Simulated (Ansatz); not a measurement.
**InSe monolayer: from the cell to its phonons**

Wanted: phonon frequencies of InSe monolayer and what follows from them.

Calculated with Ansatz 0.2.0; DFT PBEsol, scalar-relativistic, plane waves, PAW.

### 1. Starting point

The cell holds 4 atoms: 2 In and 2 Se. Its edges and angles: a = 4.130 Å, b = 4.130 Å, c = 22.000 Å, α = 90.0°, β = 90.0°, γ = 120.0°. Vacuum lies along c.

### 2. Bringing the structure to rest

Harmonic phonons are second derivatives at a point where the forces vanish, and they are wanted at zero stress, so atoms and cell are relaxed first.

The program solves this slab on a cell height of its own, 34.1 Å, in place of the one typed.

Contents of input.yaml:

```yaml
crystal:
  lattice:
    - [4.13, 0.0, 0.0]
    - [-2.065, 3.57668, 0.0]
    - [0.0, 0.0, 22.0]
  atoms:
    - { symbol: In, position: [0.333333, 0.666667, 0.563636] }
    - { symbol: In, position: [0.333333, 0.666667, 0.436364] }
    - { symbol: Se, position: [0.666667, 0.333333, 0.617045] }
    - { symbol: Se, position: [0.666667, 0.333333, 0.382955] }
  periodic: [true, true, false]
kpoints:
  mp_grid: { grid: [9, 9, 1] }
hamiltonian:
  xc: pbesol
scf:
  occupations: { method: gaussian, width: 0.02 }
output:
  forces: true
  stress: true
  eigenvalues: true
  write_density: true
  write_potential: true
  elf: true
  volumetric_format: npy
relax:
  adjacent_minimum: "off"
  f_tol: 0.005
  max_steps: 80
  cell: { stress_2d_tol: 0.02 }
```

Launch:

```sh
$ ansatz run input.yaml --threads 8 --pin off --max-ram 14336MiB --backend cpu --events-out ev --progress --plain --runs-dir out
```

Numbers of over 12 decimals in the logs are rounded to 6 here.

Output:

```text
Warning: crystal.periodic: the lattice vector that does not repeat stood 0.000° off the slab's normal, 22.000 Å along it as the deck builds it. The run solves the slab on a vector along the normal, 34.100 Å long, with every atom where it was (on the deck's vector they left 16.85 Å outside them, and the widest stretch free of ions among them is 2.80 Å). A fractional position that the run reports is one of the run's ce [...]
Warning: the atoms were moved onto the symmetric positions of the space group found under crystal.symmetry.tolerance 1.0e-5 (fractional; no operation is sought that the atoms, as they stand in a round, miss by more than twice it, and no atom is moved by as much as it), and the run uses the moved positions. Before a round's move an operation carried an atom to 4.13e-6 Å from where it should land, the largest such dist [...]
crystal.periodic: the lattice vector that does not repeat stood 0.000° off the slab's normal, 22.000 Å along it as the deck builds it. The run solves the slab on a vector along the normal, 34.100 Å long, with every atom where it was (on the deck's vector they left 16.85 Å outside them, and the widest stretch free of ions among them is 2.80 Å). A fractional position that the run reports is one of the run's cell, which [...]
Engine: ansatz 0.2.0, aarch64-unknown-linux-gnu
Pseudopotentials: kind: paw
Pseudopotential: In, paw, valence charge 13, recommended cutoff 420 eV (normal), In.paw.azcp
Pseudopotential: Se, paw, valence charge 16, recommended cutoff 420 eV (normal), Se.paw.azcp
Functional definition: PBEsol
  exchange = pbesol_x
  correlation = pbesol_c
Crystal: 4 atoms, lattice volume = 503.714 Å³
Basis set: ecut = 420 eV, 9725 PW (Γ), exchange–correlation on 60×60×480 points (8 copies of the dense FFT grid, shifted against one another)
Bands: 35, of which v1, the nominal top of the filled ones, is band 29 counted from 1 (28 counted from 0)
Symmetry: 12 space group operations
Space group: P-6m2 (ITA 187), of the structure as read, at distance tolerance 8.0e-5 Å
k-points: 12 of 81 (time reversal used)
Non-local potential: In, projectors of the file, l = 0: 2, l = 1: 2, l = 2: 2, l = 3: 2
Non-local potential: Se, projectors of the file, l = 0: 2, l = 1: 2, l = 2: 3, l = 3: 1
PAW form: soft (Blöchl's): semilocal exchange-correlation on the pseudo side does not see the compensation charge
PAW frozen core: In, regenerated for the run's functional, and the local potential with it (the file was generated under x = pbe(κ = 0.804, μ = 0.219515), c = pbe(β = 0.066725))
PAW frozen core: Se, regenerated for the run's functional, and the local potential with it (the file was generated under x = pbe(κ = 0.804, μ = 0.219515), c = pbe(β = 0.066725))
PAW one-centre angular grid: In, 590 points (default); XC on 64 Gauss nodes
PAW one-centre angular grid: Se, 590 points (default); XC on 64 Gauss nodes
Initial density: superposition of atomic densities (neutral atoms: chi_scale 0, normalization atom), corrected by the library's trained network
Initial wavefunctions: pseudopotential atomic-orbital guess
Functional: x = pbesol(κ = 0.804, μ = 0.123457), c = pbesol(β = 0.046)
SCF iter   1: F=—  HF=-21901.056748 eV  |F-HF|=—  |Δ(HF+E_count)|=         —  Δρ=2.23e-3  dr2=5.50e-2  ethr=1.77e-3  ⟨swp⟩=13.1  Hψ=2527  notcnv=0
preconditioner: auto → Resta (q_TF=auto, 1.903 Å⁻¹)  ε∞=1.6  [insulator: Δε(μ)=0.969 eV  Ē_g=13.716 eV  σ=0.020 eV  W_gap=1.00  n_scr=62 (ndim 8)  ℏωp=10.2 eV  f_vac=0.745  D(μ)=0.00/eV (n_scr^D=0)  ε∞_Penn≈1.6  vacuum switching on, ρ_ref=1.4e-2 e/Å³]
SCF iter   2: F=—  HF=-21901.048783 eV  |F-HF|=—  |Δ(HF+E_count)|=   7.97e-3  Δρ=9.58e-4  dr2=2.01e-2  ethr=9.48e-5  ⟨swp⟩=4.0  Hψ=938  notcnv=0  defer=14
SCF iter   3: F=—  HF=-21901.045306 eV  |F-HF|=—  |Δ(HF+E_count)|=   3.48e-3  Δρ=4.25e-4  dr2=1.23e-3  ethr=3.46e-5  ⟨swp⟩=4.1  Hψ=764  notcnv=0  defer=14
SCF iter   4: F=—  HF=-21901.045445 eV  |F-HF|=—  |Δ(HF+E_count)|=   1.39e-4  Δρ=1.60e-4  dr2=1.25e-4  ethr=2.12e-6  ⟨swp⟩=2.1  Hψ=658  notcnv=0  defer=14
SCF iter   5: F=—  HF=-21901.045552 eV  |F-HF|=—  |Δ(HF+E_count)|=   1.07e-4  Δρ=3.10e-5  dr2=4.14e-6  ethr=2.16e-7  ⟨swp⟩=3.3  Hψ=851  notcnv=0  defer=14
SCF iter   6: F=—  HF=-21901.045593 eV  |F-HF|=—  |Δ(HF+E_count)|=   4.11e-5  Δρ=7.38e-6  dr2=3.22e-7  ethr=7.14e-9  ⟨swp⟩=3.2  Hψ=927  notcnv=0  defer=14
iter 7 did not close the SCF: its close was put off until two iterations running show no level that it waits for move by more than its bar (scf_convergence_deferred on its scf_iter line)
SCF iter   7: F=-21901.045593 eV  HF=-21901.045593 eV  |F-HF|=3.77e-8  |Δ(HF+E_count)|=   1.68e-7  Δρ=2.14e-6  dr2=1.99e-8  ethr=1.72e-10  ⟨swp⟩=23.7  Hψ=4100  notcnv=0
iter 8 did not close the SCF: its close was put off until two iterations running show no level that it waits for move by more than its bar (scf_convergence_deferred on its scf_iter line)
SCF iter   8: F=-21901.045594 eV  HF=-21901.045593 eV  |F-HF|=6.31e-9  |Δ(HF+E_count)|=   3.76e-8  Δρ=5.83e-7  dr2=1.28e-9  ethr=3.44e-11  ⟨swp⟩=9.3  Hψ=2820  notcnv=0
SCF iter   9: F=-21901.045594 eV  HF=-21901.045594 eV  |F-HF|=9.09e-11  |Δ(HF+E_count)|=   6.69e-9  Δρ=1.06e-7  dr2=5.71e-11  ethr=2.21e-12  ⟨swp⟩=8.2  Hψ=2665  notcnv=0
SCF 1 converged in 9 iterations: F = -21901.045594 eV  dr2 = 5.71e-11
  greatest PAW one-centre occupation: 1.000 electrons in one spin orbital (limit 2), on the Se atom at site 3 (counted from 0), in its partial waves of l = 2
relax step   1: F+E_penalty+E_count = -21901.04559350 eV  Δ(F+E_penalty+E_count) = +0.000e0 eV  max|allowed force component| = 2.657e-1 eV/Å  Δτ_max = 0.0000 Å  P = -1.527 N/m  Ω = 503.714 Å³  fix = [c, alpha, beta]  reactions: c -0.000 N/m  (9 SCF iters, dr2 threshold 1.00e-7 eV, accepted)
Crystal: 4 atoms, lattice volume = 479.517 Å³
Basis set: ecut = 420 eV, 9365 PW (Γ), exchange–correlation on 60×60×480 points (8 copies of the dense FFT grid, shifted against one another)
Initial density: handed on by an earlier stage of this run
Initial wavefunctions: those handed on with the density
iter 1 solved again at ethr=8.07e-5 eV; its pass at ethr=3.10e-3 eV (dr2=4.68e-2 eV) is discarded
SCF iter   1: F=—  HF=-21901.094779 eV  |F-HF|=—  |Δ(HF+E_count)|=         —  Δρ=2.25e-3  dr2=4.75e-2  ethr=8.07e-5  ⟨swp⟩=2.6  Hψ=2856  notcnv=0
preconditioner: auto → Resta (q_TF=auto, 1.919 Å⁻¹)  ε∞=1.6  [insulator: Δε(μ)=1.632 eV  Ē_g=13.723 eV  σ=0.020 eV  W_gap=1.00  n_scr=62 (ndim 8)  ℏωp=10.5 eV  f_vac=0.738  D(μ)=0.00/eV (n_scr^D=0)  ε∞_Penn≈1.6  vacuum switching on, ρ_ref=1.4e-2 e/Å³]
[...]
SCF iter   3: F=—  HF=-21901.112328 eV  |F-HF|=—  |Δ(HF+E_count)|=   2.39e-4  Δρ=1.84e-4  dr2=4.69e-4  ethr=2.65e-6  ⟨swp⟩=3.2  Hψ=777  notcnv=0
SCF iter   4: F=—  HF=-21901.112237 eV  |F-HF|=—  |Δ(HF+E_count)|=   9.18e-5  Δρ=4.96e-5  dr2=1.09e-5  ethr=8.09e-7  ⟨swp⟩=2.3  Hψ=550  notcnv=0
SCF iter   5: F=—  HF=-21901.112268 eV  |F-HF|=—  |Δ(HF+E_count)|=   3.17e-5  Δρ=1.14e-5  dr2=5.18e-7  ethr=1.88e-8  ⟨swp⟩=3.2  Hψ=811  notcnv=0
SCF iter   6: F=-21901.112269 eV  HF=-21901.112269 eV  |F-HF|=1.00e-8  |Δ(HF+E_count)|=   2.89e-7  Δρ=2.04e-6  dr2=1.78e-8  ethr=6.90e-10  ⟨swp⟩=16.8  Hψ=4326  notcnv=0
SCF 3 converged in 6 iterations: F = -21901.112269 eV  dr2 = 1.78e-8
relax step   3: F+E_penalty+E_count = -21901.11226855 eV  Δ(F+E_penalty+E_count) = -3.080e-2 eV  max|allowed force component| = 8.782e-2 eV/Å  Δτ_max = 0.0258 Å  P = -0.694 N/m  Ω = 478.213 Å³  energy of the carried Pulay correction = +1.064e-3 eV  fix = [c, alpha, beta]  reactions: c -0.000 N/m  (6 SCF iters, dr2 threshold 4.00e-7 eV, accepted)
[...]
relax step   4: F+E_penalty+E_count = -21901.11671513 eV  Δ(F+E_penalty+E_count) = -4.447e-3 eV  max|allowed force component| = 1.175e-2 eV/Å  Δτ_max = 0.0043 Å  P = -0.007 N/m  Ω = 471.553 Å³  energy of the carried Pulay correction = +1.358e-3 eV  fix = [c, alpha, beta]  reactions: c -0.000 N/m  (5 SCF iters, dr2 threshold 4.00e-7 eV, accepted)
[...]
relax step   5: F+E_penalty+E_count = -21901.11672008 eV  Δ(F+E_penalty+E_count) = -4.954e-6 eV  max|allowed force component| = 7.514e-4 eV/Å  Δτ_max = 0.0007 Å  P = -0.000 N/m  Ω = 471.635 Å³  energy of the carried Pulay correction = +1.354e-3 eV  fix = [c, alpha, beta]  reactions: c -0.000 N/m  (4 SCF iters, dr2 threshold 8.63e-9 eV, accepted)
Basis set: ecut = 420 eV, 9281 PW (Γ), exchange–correlation on 54×54×480 points (8 copies of the dense FFT grid, shifted against one another)
Initial wavefunctions: pseudopotential atomic-orbital guess (no wavefunctions were taken with the density)
iter 1 solved again at ethr=1.88e-7 eV; its pass at ethr=3.10e-3 eV (dr2=1.09e-4 eV) is discarded
SCF iter   1: F=—  HF=-21901.115387 eV  |F-HF|=—  |Δ(HF+E_count)|=         —  Δρ=4.22e-5  dr2=1.47e-6  ethr=1.88e-7  ⟨swp⟩=5.2  Hψ=4222  notcnv=0
preconditioner: auto → Resta (q_TF=auto, 1.924 Å⁻¹)  ε∞=1.6  [insulator: Δε(μ)=1.648 eV  Ē_g=13.843 eV  σ=0.020 eV  W_gap=1.00  n_scr=62 (ndim 8)  ℏωp=10.5 eV  f_vac=0.739  D(μ)=0.00/eV (n_scr^D=0)  ε∞_Penn≈1.6  vacuum switching on, ρ_ref=1.4e-2 e/Å³]
SCF iter   2: F=—  HF=-21901.115434 eV  |F-HF|=—  |Δ(HF+E_count)|=   4.66e-5  Δρ=1.99e-5  dr2=3.41e-7  ethr=2.54e-9  ⟨swp⟩=2.9  Hψ=898  notcnv=0
SCF iter   3: F=—  HF=-21901.115434 eV  |F-HF|=—  |Δ(HF+E_count)|=   2.89e-7  Δρ=4.98e-6  dr2=5.22e-8  ethr=5.88e-10  ⟨swp⟩=2.8  Hψ=697  notcnv=0
SCF iter   4: F=—  HF=-21901.115434 eV  |F-HF|=—  |Δ(HF+E_count)|=   2.55e-8  Δρ=1.60e-6  dr2=6.61e-8  ethr=9.00e-11  ⟨swp⟩=3.7  Hψ=1007  notcnv=0
SCF iter   5: F=—  HF=-21901.115434 eV  |F-HF|=—  |Δ(HF+E_count)|=   1.16e-8  Δρ=3.19e-7  dr2=3.36e-10  ethr=9.00e-11  ⟨swp⟩=2.0  Hψ=475  notcnv=0
SCF iter   6: F=—  HF=-21901.115434 eV  |F-HF|=—  |Δ(HF+E_count)|=  6.66e-10  Δρ=2.53e-7  dr2=3.30e-10  ethr=1.00e-12  ⟨swp⟩=3.1  Hψ=873  notcnv=0
SCF iter   7: F=—  HF=-21901.115434 eV  |F-HF|=—  |Δ(HF+E_count)|=  6.18e-11  Δρ=9.40e-8  dr2=4.17e-11  ethr=1.00e-12  ⟨swp⟩=2.4  Hψ=647  notcnv=0
SCF iter   8: F=-21901.115434 eV  HF=-21901.115434 eV  |F-HF|=8.73e-11  |Δ(HF+E_count)|=  2.18e-11  Δρ=6.26e-9  dr2=1.80e-13  ethr=1.00e-12  ⟨swp⟩=9.1  Hψ=2750  notcnv=0
SCF 6 converged in 8 iterations: F = -21901.115434 eV  dr2 = 1.80e-13
relax step   6: F+E_penalty+E_count = -21901.11543382 eV  Δ(F+E_penalty+E_count) = +1.286e-3 eV  max|allowed force component| = 1.012e-3 eV/Å  Δτ_max = 0.0000 Å  P = -0.003 N/m  Ω = 471.635 Å³  fix = [c, alpha, beta]  reactions: c -0.000 N/m  stress off target by 3.49e-3 N/m on what of the cell is left free  SCF on the basis re-selected at this cell (its energy is not comparable with the rows above)  (8 SCF iters)
basis re-selected at this cell: Δ(F+E_penalty+E_count) = +1.286e-3 eV, ΔP = -0.003 N/m vs the last step (what re-selecting the basis moved, of the pressure what is left beyond the Pulay correction that the steps carried, after the strain that the cell walked since its last selection, with what the two solves' SCF thresholds leave and, on support functions, any second-order correction that the steps lacked; it is no measure of the basis error at this ecutwfc). The dense FFT grid was sized anew with the basis: this SCF ran on 27×27×240 points, the steps before it on 30×30×240, so part of this shift can come from that change (see relax.cell in the input reference). [rest of the remark cut]
WARN: The input density's exchange-correlation potential varies sharply where the density is thin. Do not read a vacuum level from v_tot or v_xc, or from such a field of the output density. On a cell that repeats whose density bears no net charge and no dipole along the vacuum's axis use v_es (v_loc + v_h of the components); under efield.dipole_correction with no amplitude use v_es + v_field, which holds any external [...]
SCF converged after 8 iterations
Free energy (F): -21901.115434 eV
Harris-Foulkes:  -21901.115434 eV  (|F-HF|=8.73e-11)
Internal energy: -21901.115434 eV  (E = F + TS)
E sigma→0 (E₀):  -21901.115434 eV
Fermi energy:    -5.183334 eV
--- Per-component energies (eV) ---
  E_band       = -1637.076492
  E_kinetic    = 723.210821
  E_local      = -138864.433958  (includes V_loc(G=0)·N_el)
  E_nonlocal   = -448.507853
  E_hartree    = 68758.961800
  E_xc         = -632.722424
  E_vxc        = -394.719650  (∫ρ·V_xc dr)
  E_paw        = -11904.139043  (= ΣΔE_a)
  E_vpaw       = -170.548237  (= ΣTr[D̂ρ^β])
  E_aug_tail   = -0.001153  (compensation charges beyond the density's cutoff)
  E_ewald      = 60464.027671
  E_core_change = 2.488706  (= ΣΔE_core)
  E_smearing   = -0.000000  (= −TS)
  E_closure    = 0.000000  (closes the sum)
  Σ components = -21901.115434   (vs F -21901.115434, Δ=0.00e0)
--- Forces (eV/Å), atoms counted from 1 ---
  atom   1  In    -0.00000000    -0.00000000    -0.00024185
  atom   2  In    -0.00000000    -0.00000000     0.00024185
  atom   3  Se     0.00000000     0.00000000     0.00101246
  atom   4  Se     0.00000000     0.00000000    -0.00101246
  max |Σ_I F_I| component: 1.85e-17 eV/Å
--- 2D stress c σ (N/m, compression-positive) ---
       -0.003485       0.000000       0.000000
        0.000000      -0.003485       0.000000
        0.000000       0.000000       0.000000
  P = ½ c Tr σ = -0.0035 N/m
--- Band table (eV; the first three rows and the last of 12) ---
  k-point 0: bands = [... 25 lower, -6.4589, -6.3809, -6.3809, -6.0810, -4.3597, -3.1980, -0.9091 (-0.9091°), -0.9091 (-0.9091°), ... 2 higher]
  k-point 1: bands = [... 25 lower, -7.0319, -6.6152, -6.5188, -6.0161, -3.7628, -2.5829, -1.5384 (-1.5384°), -0.7858 (-0.7858°), ... 2 higher]
  k-point 2: bands = [... 25 lower, -7.7164, -6.9682, -6.8341, -6.0397, -3.1987, -2.9200, -1.2241 (-1.2241°), -1.0227 (-1.0227°), ... 2 higher]
  k-point 11: bands = [... 25 lower, -8.8531, -7.7853, -7.3017, -7.1059, -3.4909, -2.8014, -1.9586, -0.9769, ... 2 higher]
  ° read free of the cell's end (the report's vacuum.weakly_bound_levels)
--- Relaxed structure (5 steps of the walk, 5 accepted, 1 SCFs on fresh bases) ---
  F+E_penalty+E_count = -21901.11543382 eV   max|allowed force component| = 1.012e-3 eV/Å   (the final SCF, on the basis selected at the relaxed cell)
  cell:  # Å, volume = 471.6352 Å³
    - [3.996326, 0, 0.0]
    - [-1.998163, 3.460919, 0.0]
    - [0.0, 0.0, 34.099960]
  atoms:
    - { symbol: In, position: [0.333333, 0.666667, 0.363241] }
    - { symbol: In, position: [0.333333, 0.666667, 0.281921] }
    - { symbol: Se, position: [0.666667, 0.333333, 0.400857] }
    - { symbol: Se, position: [0.666667, 0.333333, 0.244305] }
```

The job ended after 17 s (8 threads of Arm Neoverse V2, shared host; peak memory 1.2 GiB).

Step by step:

```csv
step,energy less that of the first step (eV),largest force component (eV/Å),volume (Å³)
1,0.0000,0.2657,503.71
2,-0.0359,0.6396,479.52
3,-0.0667,0.0878,478.21
4,-0.0711,0.0118,471.55
5,-0.0711,0.0008,471.64
6*,-0.0698,0.0010,471.64
```

Relaxation steps marked * repeat the geometry before them on a plane-wave basis chosen anew for their cell, so energy and pressure can jump there.

The run keeps the 12 symmetry operations that it works with, so distortions that break them were not tested.

```csv
cell as run,before,after,change
a (Å),4.130,3.996,-3.2 %
b (Å),4.130,3.996,-3.2 %
```

The atoms that moved most (Å, along periodic axes as changes of fractional coordinates times the final cell, across vacuum about the mean position):

```csv
atom,dx,dy,dz,length
Se3,0.000,0.000,0.094,0.094
Se4,0.000,0.000,-0.094,0.094
In1,0.000,0.000,-0.013,0.013
In2,0.000,0.000,0.013,0.013
```

This step gave:

```yaml
gap_on_the_k_mesh: 1.648 eV
direct_gap_on_mesh: 1.721 eV
area_per_atom: 3.458 Å²
```

ELF in the ac plane at fractional y = 0.333, with atoms of Se within 0.2 Å of it. It is the smooth field of the valence electrons, not physical close to the nuclei.

Ten even steps from '_' (0.00) to '@' (0.80), each cell a mean:
```
____________________________
____________________________
____________________________
____________________________
____________________________
____________________________
____________________________
____________________________
____________________________
____________________________
____________________________
____________________________
____________..::::::::::..__
--..____::**%%@@@@@@@@@@%%##
++::..::==##@@@@##++**%%@@%%
----------------------------
--======--::..............::
==::::::--++##%%##**##%%##**
++::__..==##@@@@%%##%%@@@@%%
__________::--++++**++++==::
____________________________
____________________________
____________________________
____________________________
```
Columns run along a (4.0 Å), rows up along c (34.1 Å). Atoms in or near the plane, at fractional coordinates: Se at (0.67, 0.40), Se at (0.67, 0.24).

Valence density in the ac plane at fractional y = 0.333, with atoms of Se within 0.2 Å of it. It is the smooth field of the valence electrons, not physical close to the nuclei.

Ten steps, logarithmic in the rise over the least value, from '_' (0 e/Å³) to '@' (16 e/Å³), each cell a mean:
```
____________________________
____________________________
____________________________
____________________________
____________________________
____________________________
____________________________
____________________________
____________________________
____________________________
____________________________
____________________________
____________________________
____________..::--====::....
..........::--++%%@@@@**--::
............................
__........__________________
..........::::==**####++--::
..________..::==##@@%%++--::
____________________________
____________________________
____________________________
____________________________
____________________________
```
Columns run along a (4.0 Å), rows up along c (34.1 Å). Atoms in or near the plane, at fractional coordinates: Se at (0.67, 0.40), Se at (0.67, 0.24).

Electrostatic potential energy in the ac plane at fractional y = 0.333, with atoms of Se within 0.2 Å of it. With pseudopotentials it is smooth inside the atoms' cores, unlike the true potential.

Ten even steps from '0' (-17 eV) to '9' (0 eV), each cell a mean:
```
99999999999999
99999999999999
99999999999999
99999999999999
99999999999999
99999999999999
99999999999999
99999999999999
99999999999999
99999999999999
99999999999999
99999999999999
99999999999999
99999976544578
77777620010014
65556788888887
77677888999988
66556643222246
89998742122136
99999999999999
99999999999999
99999999999999
99999999999999
99999999999999
```
Columns run along a (4.0 Å; values clipped at the 3rd and 97th percentile), rows up along c (34.1 Å). Atoms in or near the plane, at fractional coordinates: Se at (0.67, 0.40), Se at (0.67, 0.24).

(Continued in part 2 of 3.)

[Logs are printed without paths, hosts, clocks, repeated set-up lines and the standing remarks that a program may print on its own settings, such as how far it seeks lower states.]

[Hosts, paths, dates, database ids (printed as entryN), source tags and the programs' standing remarks are cut or masked in the printed files.]
